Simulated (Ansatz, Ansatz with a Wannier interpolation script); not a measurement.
# Settings in Wannier-interpolated G0W0: BiOCl (P4/nmm)

Aim: vary the Wannier model and the GW settings for BiOCl (P4/nmm) and see what the interpolated bands lose.

Calculated with Ansatz 0.2.0; maximally localised Wannier functions, LDA, plane waves, PAW.

## (1) The structure

The structure is tetragonal, space group P4/nmm (No. 129). The conventional cell has a = 3.886 Å, b = 3.886 Å, c = 7.349 Å, α = 90.00°, β = 90.00°, γ = 90.00°. Nearest to Bi lie 4 O at 2.31 Å and 4 Cl at 3.06 Å. Cl has 4 Bi at 3.06 Å nearest. Nearest to O lie 4 Bi at 2.31 Å. Farther neighbours and most contacts between anions are not listed.

As a file:

```cif
data_structure
_symmetry_space_group_name_H-M 'P4/nmm:1'
_symmetry_Int_Tables_number 129
_cell_length_a 3.8855
_cell_length_b 3.8855
_cell_length_c 7.3489
_cell_angle_alpha 90.000
_cell_angle_beta 90.000
_cell_angle_gamma 90.000
_cell_volume 110.95
loop_
_atom_site_label
_atom_site_type_symbol
_atom_site_symmetry_multiplicity
_atom_site_Wyckoff_symbol
_atom_site_fract_x
_atom_site_fract_y
_atom_site_fract_z
_atom_site_occupancy
Bi1 Bi 2 c 0.50000 0.00000 0.32904 1
Cl1 Cl 2 c 0.00000 0.50000 0.14720 1
O1 O 2 b 0.00000 0.00000 0.50000 1
```

The cell and positions come from the Crystallography Open Database and are kept as given unless a step says otherwise. Spin-orbit coupling is left out unless a step names it. The default PAW set here is soft_2. Its files were made with PBE.

## (2) Wannier model on 8×8×4

Localised functions give a small Hamiltonian that interpolates between mesh points at no cost.

input.yaml reads:

```yaml
crystal:
  lattice:
    - [3.88551, 0.0, 0.0]
    - [0.0, 3.88551, 0.0]
    - [0.0, 0.0, 7.3489]
  atoms:
    - { symbol: Bi, position: [0.5, 0.0, 0.32904] }
    - { symbol: Bi, position: [0.0, 0.5, 0.67096] }
    - { symbol: Cl, position: [0.0, 0.5, 0.1472] }
    - { symbol: Cl, position: [0.5, 0.0, 0.8528] }
    - { symbol: O, position: [0.0, 0.0, 0.5] }
    - { symbol: O, position: [0.5, 0.5, 0.5] }
kpoints:
  mp_grid: { grid: [4, 4, 2] }
hamiltonian:
  xc: lda
scf:
  occupations: { method: fixed }
  n_extra_bands: 59
output:
  wannier:
    kmesh: [8, 8, 4]
    projections:
      - { species: Bi, l: p, shell: 6 }
      - { species: Cl, l: p, shell: 3 }
      - { species: O, l: p, shell: 2 }
    minimise: true
    write_hr: true
    seedname: w
    conv_tol: 1.0e-07
    max_iter: 4000
    disentanglement:
      window: [2.45, 15.99]
      frozen_window: [2.45, 12.99]
      conv_tol: 1.0e-08
```

Launch:

```console
ansatz run input.yaml --threads 3 --pin off --max-ram 92160MiB --backend cuda --events-out ev --progress --plain --runs-dir out --devices 1 --max-vram 13GiB
```

Numbers of over 12 decimals in the logs are rounded to 6 here.

The program printed:

```text
scf.n_extra_bands = 59 over 28 filled bands (N_el = 56.0): the run solves 87 bands
GPUs: using 1 of 1 available (devices: 1).
Engine: ansatz 0.2.0, x86_64-unknown-linux-gnu
Pseudopotentials: kind: paw
Pseudopotential: Bi, paw, valence charge 15, recommended cutoff 420 eV (normal), Bi.paw.azcp
Pseudopotential: Cl, paw, valence charge 7, recommended cutoff 420 eV (normal), Cl.paw.azcp
Pseudopotential: O, paw, valence charge 6, recommended cutoff 420 eV (normal), O.paw.azcp
Functional definition: SPW92
  exchange = slater_x
  correlation = pw_c
device memory: the entry about to start is reckoned to put 2.6 GiB on a device that reports 55.4 GiB free (of which the cap on the GPU budget leaves the run 13.0 GiB)
GPU FFT provider: cuFFT
GPU libraries: cuBLAS 13.8.2, cuFFT 12.4.0, cuSOLVER 12.3.4
Crystal: 6 atoms, lattice volume = 110.948 Å³
Basis set: ecut = 420 eV, 2177 PW (Γ)
Bands: 87, of which v1, the nominal top of the filled ones, is band 28 counted from 1 (27 counted from 0)
Symmetry: 16 space group operations
Space group: P4/nmm (ITA 129), of the structure as read, at distance tolerance 4.8e-5 Å
k-points: 12 of 32
Non-local potential: Bi, projectors of the file, l = 0: 2, l = 1: 2, l = 2: 2, l = 3: 2
Non-local potential: Cl, projectors of the file, l = 0: 2, l = 1: 2, l = 2: 2
Non-local potential: O, projectors of the file, l = 0: 2, l = 1: 2, l = 2: 1
PAW form: soft (Blöchl's): semilocal exchange-correlation on the pseudo side does not see the compensation charge
PAW frozen core: Bi, regenerated for the run's functional, and the local potential with it (the file was generated under x = pbe(κ = 0.804, μ = 0.219515), c = pbe(β = 0.066725))
PAW frozen core: Cl, regenerated for the run's functional, and the local potential with it (the file was generated under x = pbe(κ = 0.804, μ = 0.219515), c = pbe(β = 0.066725))
PAW frozen core: O, regenerated for the run's functional, and the local potential with it (the file was generated under x = pbe(κ = 0.804, μ = 0.219515), c = pbe(β = 0.066725))
PAW one-centre angular grid: Bi, 590 points (default); XC on 64 Gauss nodes
PAW one-centre angular grid: Cl, 110 points (default); XC on 64 Gauss nodes
PAW one-centre angular grid: O, 110 points (default); XC on 64 Gauss nodes
Initial density: superposition of atomic densities (neutral atoms: chi_scale 0, normalization atom), corrected by the library's trained network
Initial wavefunctions: pseudopotential atomic-orbital guess
GPU buffer pool allocated for 36450 grid points (all kernels)
GPU transforms: local potential and band sums: pruned to the plane-wave sphere, on 25×25×50
Functional: x = slater, c = lda
SCF iter   1: F=—  HF=-27373.206103 eV  |F-HF|=—  |Δ(HF+E_count)|=         —  Δρ=1.24e-2  dr2=1.69e-1  ethr=1.77e-3  ⟨swp⟩=4.8  Hψ=3654  notcnv=0  defer=671
preconditioner: auto → Resta (q_TF=auto, 2.434 Å⁻¹)  ε∞=1.7  [insulator: Δε(μ)=2.421 eV  Ē_g=31.182 eV  n_scr=28 (ndim 8)  ℏωp=26.4 eV  f_vac=0.006  ε∞_Penn≈1.7]
SCF iter   2: F=—  HF=-27373.172625 eV  |F-HF|=—  |Δ(HF+E_count)|=   3.35e-2  Δρ=7.52e-3  dr2=6.23e-2  ethr=3.02e-4  ⟨swp⟩=2.0  Hψ=1271  notcnv=0  defer=683
SCF iter   3: F=—  HF=-27373.161522 eV  |F-HF|=—  |Δ(HF+E_count)|=   1.11e-2  Δρ=2.76e-3  dr2=8.72e-3  ethr=1.11e-4  ⟨swp⟩=2.0  Hψ=599  notcnv=0  defer=684
SCF iter   4: F=—  HF=-27373.159948 eV  |F-HF|=—  |Δ(HF+E_count)|=   1.57e-3  Δρ=1.09e-3  dr2=8.32e-4  ethr=1.56e-5  ⟨swp⟩=2.0  Hψ=801  notcnv=0  defer=680
SCF iter   5: F=—  HF=-27373.159733 eV  |F-HF|=—  |Δ(HF+E_count)|=   2.15e-4  Δρ=2.29e-4  dr2=3.58e-5  ethr=1.49e-6  ⟨swp⟩=1.4  Hψ=556  notcnv=0  defer=634
SCF iter   6: F=—  HF=-27373.159735 eV  |F-HF|=—  |Δ(HF+E_count)|=   2.25e-6  Δρ=3.04e-5  dr2=7.81e-7  ethr=6.39e-8  ⟨swp⟩=1.4  Hψ=474  notcnv=0  defer=633
SCF iter   7: F=-27373.159735 eV  HF=-27373.159735 eV  |F-HF|=1.16e-8  |Δ(HF+E_count)|=   1.22e-7  Δρ=8.68e-6  dr2=6.40e-8  ethr=1.79e-10  ⟨swp⟩=15.2  Hψ=9623  notcnv=0
SCF 1 converged in 7 iterations: F = -27373.159735 eV  dr2 = 6.40e-8
[...]
device memory: the entry about to start is reckoned to put 3.1 GiB (of the 3.1 GiB reckoned in all, the device holds 0.1 GiB already) on a device that reports 60.2 GiB free (of which the cap on the GPU budget leaves the run 13.0 GiB)
NSCF: frozen V_eff on 12 k-points
[...]
device memory: the entry about to start is reckoned to put 2.4 GiB on a device that reports 60.1 GiB free (of which the cap on the GPU budget leaves the run 13.0 GiB)
NSCF: frozen V_eff on 49 k-points
the Wannier pass solved 49 of the 256 points of its mesh, and has the states at the others by symmetry: states obtained by the crystal's operations at points that were solved too leave a residual of 5.46e-13 eV (read by the count's bands and the next), within 6.67e-6 eV
SCF converged after 7 iterations
Free energy (F): -27373.159735 eV
Harris-Foulkes:  -27373.159735 eV  (|F-HF|=1.16e-8)
Internal energy: -27373.159735 eV  (E = F + TS)
E sigma→0 (E₀):  -27373.159735 eV
Fermi energy:    7.520159 eV
--- Per-component energies (eV) ---
  E_band       = -210.403315
  E_kinetic    = 1273.330570
  E_local      = -4735.485979  (includes V_loc(G=0)·N_el)
  E_nonlocal   = 1296.615883
  E_hartree    = 1662.567287
  E_xc         = -660.006805
  E_vxc        = -721.134228  (∫ρ·V_xc dr)
  E_paw        = -22249.856696  (= ΣΔE_a)
  E_vpaw       = -648.872821  (= ΣTr[D̂ρ^β])
  E_aug_tail   = 0.004217  (compensation charges beyond the density's cutoff)
  E_ewald      = -3960.893269
  E_core_change = 0.565057  (= ΣΔE_core)
  E_smearing   = -0.000000  (= −TS)
  E_closure    = 0.000000  (closes the sum)
  Σ components = -27373.159735   (vs F -27373.159735, Δ=0.00e0)
--- Band table (eV; the first three rows and the last of 12) ---
  k-point 0: bands = [... 24 lower, 6.5547, 6.5547, 6.6140, 6.8038, 10.5917, 11.2706, 12.8213, 12.8213, ... 55 higher]
  k-point 1: bands = [... 24 lower, 6.8425, 6.8425, 7.1952, 7.2400, 10.0905, 10.4307, 12.8319, 12.8319, ... 55 higher]
  k-point 2: bands = [... 24 lower, 6.5822, 7.0880, 7.1955, 7.3187, 11.8078, 12.1687, 12.3415, 12.5179, ... 55 higher]
  k-point 11: bands = [... 24 lower, 6.2078, 6.2078, 6.9270, 6.9270, 12.0295, 12.0295, 13.5505, 13.5505, ... 55 higher]
Wannier search: line search 1 of at most 4000: gauge-dependent spread (as the search counts it) 1.3089656 Å², largest recent change 2.5e-1 Å² and fall left 1.1e-4 Å² against conv_tol 1.0e-7 Å², 0 stops escaped
```

Run time: 17 s. Hardware: 1 × NVIDIA H100 80GB HBM3 (shared by 6 runs) with 3 threads of AMD EPYC 7R13 (Zen 3), shared host; peak memory 1.1 GiB.

In the SCF lines HF is the Harris–Foulkes energy and dr2 the Hartree energy of the density residual, in eV; the loop may stop once dr2 is under the threshold and the program's other checks hold. Hψ counts applications of the Hamiltonian.

This step gave:

* gauge-invariant spread: 30.94 Å²
* diagonal spread: 0.03266 Å²
* off-diagonal spread: 1.158 Å²
* total spread: 32.13 Å²
* least projectability: 0.4751
* localisation steps: 50
* disentanglement steps: 21
* r.m.s. interpolation error: 4.68e-4 eV
* r.m.s. error near the gap: 5.38e-4 eV

Near the gap the model misses directly solved bands by 0.5 meV r.m.s. and by 8 meV at most in the window tested. This tests the starting bands, not the corrections carried with them.

## (3) Wannier model on 4×4×2

Changes to input.yaml since step 2:

```diff
@@ -21,3 +21,3 @@
   wannier:
-    kmesh: [8, 8, 4]
+    kmesh: [4, 4, 2]
     projections:
```

The program printed:

```text
[...]
GPUs: using 1 of 1 available (devices: 1).
[...]
GPU FFT provider: cuFFT
GPU libraries: cuBLAS 13.8.2, cuFFT 12.4.0, cuSOLVER 12.3.4
Crystal: 6 atoms, lattice volume = 110.948 Å³
Basis set: ecut = 420 eV, 2177 PW (Γ)
Bands: 87, of which v1, the nominal top of the filled ones, is band 28 counted from 1 (27 counted from 0)
Symmetry: 16 space group operations
[...]
k-points: 12 of 32
[...]
GPU buffer pool allocated for 36450 grid points (all kernels)
[...]
SCF iter   1: F=—  HF=-27373.206103 eV  |F-HF|=—  |Δ(HF+E_count)|=         —  Δρ=1.24e-2  dr2=1.69e-1  ethr=1.77e-3  ⟨swp⟩=4.8  Hψ=3654  notcnv=0  defer=671
[...]
SCF iter   7: F=-27373.159735 eV  HF=-27373.159735 eV  |F-HF|=1.16e-8  |Δ(HF+E_count)|=   1.22e-7  Δρ=8.68e-6  dr2=6.40e-8  ethr=1.79e-10  ⟨swp⟩=15.2  Hψ=9623  notcnv=0
SCF 1 converged in 7 iterations: F = -27373.159735 eV  dr2 = 6.40e-8
[...]
NSCF: frozen V_eff on 12 k-points
[...]
SCF converged after 7 iterations
Free energy (F): -27373.159735 eV
[...]
Internal energy: -27373.159735 eV  (E = F + TS)
E sigma→0 (E₀):  -27373.159735 eV
Fermi energy:    7.520159 eV
[...]
--- Band table (eV; the first three rows and the last of 12) ---
  k-point 0: bands = [... 24 lower, 6.5547, 6.5547, 6.6140, 6.8038, 10.5917, 11.2706, 12.8213, 12.8213, ... 55 higher]
  k-point 1: bands = [... 24 lower, 6.8425, 6.8425, 7.1952, 7.2400, 10.0905, 10.4307, 12.8319, 12.8319, ... 55 higher]
  k-point 2: bands = [... 24 lower, 6.5822, 7.0880, 7.1955, 7.3187, 11.8078, 12.1687, 12.3415, 12.5179, ... 55 higher]
  k-point 11: bands = [... 24 lower, 6.2078, 6.2078, 6.9270, 6.9270, 12.0295, 12.0295, 13.5505, 13.5505, ... 55 higher]
[...]
```

It took 12 s on 1 × NVIDIA H100 80GB HBM3 (shared by 6 runs) with 3 threads; peak memory 0.97 GiB.

This step gave:

* gauge-invariant spread: 28.45 Å²
* diagonal spread: 0.04855 Å²
* off-diagonal spread: 1.305 Å²
* total spread: 29.80 Å²
* least projectability: 0.4753
* localisation steps: 29
* disentanglement steps: 3
* r.m.s. interpolation error: 0.007332 eV
* r.m.s. error near the gap: 0.008069 eV

Near the gap the model misses directly solved bands by 8.1 meV r.m.s. and by 65 meV at most in the window tested. This tests the starting bands, not the corrections carried with them.

Frozen up to 5.39 eV; above it the model need not follow the bands. The electronic bands at the labelled points (eV, zero at the valence-band top; v1 is the highest filled band, c1 the lowest empty one):

```
    point     v4     v3     v2     v1    c1    c2    c3    c4
        Γ  -1.05  -1.05  -0.99  -0.80  2.99  3.67  5.22  5.22
  halfway  -1.02  -0.51  -0.41  -0.28  4.21  4.57  4.74  4.92
        X  -0.90  -0.90  -0.10  -0.10  4.49  4.49  5.11  5.11
  halfway  -1.03  -1.03  -0.70  -0.70  4.49  4.49  5.32  5.32
        M  -0.70  -0.70  -0.67  -0.67  4.01  4.01  5.72  5.72
  halfway  -0.83  -0.62  -0.52  -0.40  3.86  4.93  5.09  5.44
        Γ  -1.05  -1.05  -0.99  -0.80  2.99  3.67  5.22  5.22
  halfway  -0.89  -0.89  -0.74  -0.56  2.74  3.29  5.23  5.23
        Z  -0.76  -0.76  -0.41  -0.36  2.49  2.83  5.23  5.23
  halfway  -0.86  -0.78  -0.57  -0.18  3.97  4.21  5.08  5.17
        R  -0.71  -0.71  -0.08  -0.08  4.29  4.29  5.19  5.19
  halfway  -0.94  -0.94  -0.64  -0.64  4.00  4.00  5.69  5.69
        A  -1.39  -1.39  -0.67  -0.67  4.43  4.43  5.95  5.95
  halfway  -0.95  -0.80  -0.60  -0.33  3.37  4.71  5.22  5.48
        Z  -0.76  -0.76  -0.41  -0.36  2.49  2.83  5.23  5.23
jump to X  -0.90  -0.90  -0.10  -0.10  4.49  4.49  5.11  5.11
  halfway  -0.80  -0.80  -0.09  -0.09  4.39  4.39  5.15  5.15
        R  -0.71  -0.71  -0.08  -0.08  4.29  4.29  5.19  5.19
jump to M  -0.70  -0.70  -0.67  -0.67  4.01  4.01  5.72  5.72
  halfway  -1.01  -1.01  -0.67  -0.67  4.22  4.22  5.84  5.84
        A  -1.39  -1.39  -0.67  -0.67  4.43  4.43  5.95  5.95
```

The same for Kohn-Sham, solved directly:

```
point     v4     v3     v2     v1    c1    c2    c3    c4
    Γ  -1.05  -1.05  -0.99  -0.80  2.99  3.67  5.22  5.22
    X  -0.90  -0.90  -0.10  -0.10  4.49  4.49  5.11  5.11
    M  -0.70  -0.70  -0.67  -0.67  4.01  4.01  5.72  5.72
    Γ  -1.05  -1.05  -0.99  -0.80  2.99  3.67  5.22  5.22
    Z  -0.76  -0.76  -0.41  -0.36  2.49  2.83  5.23  5.23
    R  -0.71  -0.71  -0.08  -0.08  4.29  4.29  5.19  5.19
    A  -1.39  -1.39  -0.67  -0.67  4.43  4.43  5.95  5.95
    Z  -0.76  -0.76  -0.41  -0.36  2.49  2.83  5.23  5.23
    X  -0.90  -0.90  -0.10  -0.10  4.49  4.49  5.11  5.11
    R  -0.71  -0.71  -0.08  -0.08  4.29  4.29  5.19  5.19
    M  -0.70  -0.70  -0.67  -0.67  4.01  4.01  5.72  5.72
    A  -1.39  -1.39  -0.67  -0.67  4.43  4.43  5.95  5.95
```

## (4) A faulty Wannier input

Changes to input.yaml since step 3:

```diff
@@ -22,6 +22,3 @@
     kmesh: [4, 4, 2]
-    projections:
-      - { species: Bi, l: p, shell: 6 }
-      - { species: Cl, l: p, shell: 3 }
-      - { species: O, l: p, shell: 2 }
+    projections: [{ species: O, l: p, shell: 2 }]
     minimise: true
```

The program printed:

```text
scf.n_extra_bands = 59 over 28 filled bands (N_el = 56.0): the run solves 87 bands
GPUs: using 1 of 1 available (devices: 1).
Engine: ansatz 0.2.0, x86_64-unknown-linux-gnu
Pseudopotentials: kind: paw
Pseudopotential: Bi, paw, valence charge 15, recommended cutoff 420 eV (normal), Bi.paw.azcp
Pseudopotential: Cl, paw, valence charge 7, recommended cutoff 420 eV (normal), Cl.paw.azcp
Pseudopotential: O, paw, valence charge 6, recommended cutoff 420 eV (normal), O.paw.azcp
Functional definition: SPW92
  exchange = slater_x
  correlation = pw_c
device memory: the entry about to start is reckoned to put 2.6 GiB on a device that reports 52.9 GiB free (of which the cap on the GPU budget leaves the run 13.0 GiB)
GPU FFT provider: cuFFT
GPU libraries: cuBLAS 13.8.2, cuFFT 12.4.0, cuSOLVER 12.3.4
Crystal: 6 atoms, lattice volume = 110.948 Å³
Basis set: ecut = 420 eV, 2177 PW (Γ)
Bands: 87, of which v1, the nominal top of the filled ones, is band 28 counted from 1 (27 counted from 0)
Symmetry: 16 space group operations
Space group: P4/nmm (ITA 129), of the structure as read, at distance tolerance 4.8e-5 Å
k-points: 12 of 32
Non-local potential: Bi, projectors of the file, l = 0: 2, l = 1: 2, l = 2: 2, l = 3: 2
Non-local potential: Cl, projectors of the file, l = 0: 2, l = 1: 2, l = 2: 2
Non-local potential: O, projectors of the file, l = 0: 2, l = 1: 2, l = 2: 1
PAW form: soft (Blöchl's): semilocal exchange-correlation on the pseudo side does not see the compensation charge
PAW frozen core: Bi, regenerated for the run's functional, and the local potential with it (the file was generated under x = pbe(κ = 0.804, μ = 0.219515), c = pbe(β = 0.066725))
[...]
NSCF: frozen V_eff on 15 k-points
the Wannier pass solved 15 of the 32 points of its mesh, and has the states at the others by symmetry: states obtained by the crystal's operations at points that were solved too leave a residual of 5.54e-13 eV (read by the count's bands and the next), within 1.67e-5 eV
SCF converged after 7 iterations
Free energy (F): -27373.159735 eV
Harris-Foulkes:  -27373.159735 eV  (|F-HF|=1.16e-8)
Internal energy: -27373.159735 eV  (E = F + TS)
E sigma→0 (E₀):  -27373.159735 eV
Fermi energy:    7.520159 eV
--- Per-component energies (eV) ---
  E_band       = -210.403315
  E_kinetic    = 1273.330570
  E_local      = -4735.485979  (includes V_loc(G=0)·N_el)
  E_nonlocal   = 1296.615883
  E_hartree    = 1662.567287
  E_xc         = -660.006805
  E_vxc        = -721.134228  (∫ρ·V_xc dr)
  E_paw        = -22249.856696  (= ΣΔE_a)
  E_vpaw       = -648.872821  (= ΣTr[D̂ρ^β])
  E_aug_tail   = 0.004217  (compensation charges beyond the density's cutoff)
  E_ewald      = -3960.893269
  E_core_change = 0.565057  (= ΣΔE_core)
  E_smearing   = -0.000000  (= −TS)
  E_closure    = 0.000000  (closes the sum)
  Σ components = -27373.159735   (vs F -27373.159735, Δ=0.00e0)
--- Band table (eV; the first three rows and the last of 12) ---
  k-point 0: bands = [... 24 lower, 6.5547, 6.5547, 6.6140, 6.8038, 10.5917, 11.2706, 12.8213, 12.8213, ... 55 higher]
  k-point 1: bands = [... 24 lower, 6.8425, 6.8425, 7.1952, 7.2400, 10.0905, 10.4307, 12.8319, 12.8319, ... 55 higher]
  k-point 2: bands = [... 24 lower, 6.5822, 7.0880, 7.1955, 7.3187, 11.8078, 12.1687, 12.3415, 12.5179, ... 55 higher]
  k-point 11: bands = [... 24 lower, 6.2078, 6.2078, 6.9270, 6.9270, 12.0295, 12.0295, 13.5505, 13.5505, ... 55 higher]
WARN: one of the run's output files is refused, and neither it nor the files that depend on it are written in full: <dir> frozen window holds 16 > num_wann = 6 bands at ik = 0 (ik counts from 0, the k-points of the .win, .mmn and .eig files from 1)
```

Elapsed: 10 s, on 1 × NVIDIA H100 80GB HBM3 (shared by 6 runs) with 3 threads; peak memory 0.93 GiB.

The run ended with an error after its SCF cycle had converged; no result of it is taken.

The fault put into this input: trial orbitals that do not span the target bands.

(Part 1 of 2 ends here.)

[Paths, hosts, dates, memory and timing lines, banners, echoed tables and standing remarks are left out of the program output.]

[Logs are printed without paths, hosts, clocks, repeated set-up lines and the standing remarks that a program may print on its own settings, such as how far it seeks lower states.]

[Runs of the session that timed out or met a known fault of the program may be left out.]

[Hosts, paths, dates, database ids (printed as entryN), source tags and the programs' standing remarks are cut or masked in the printed files.]
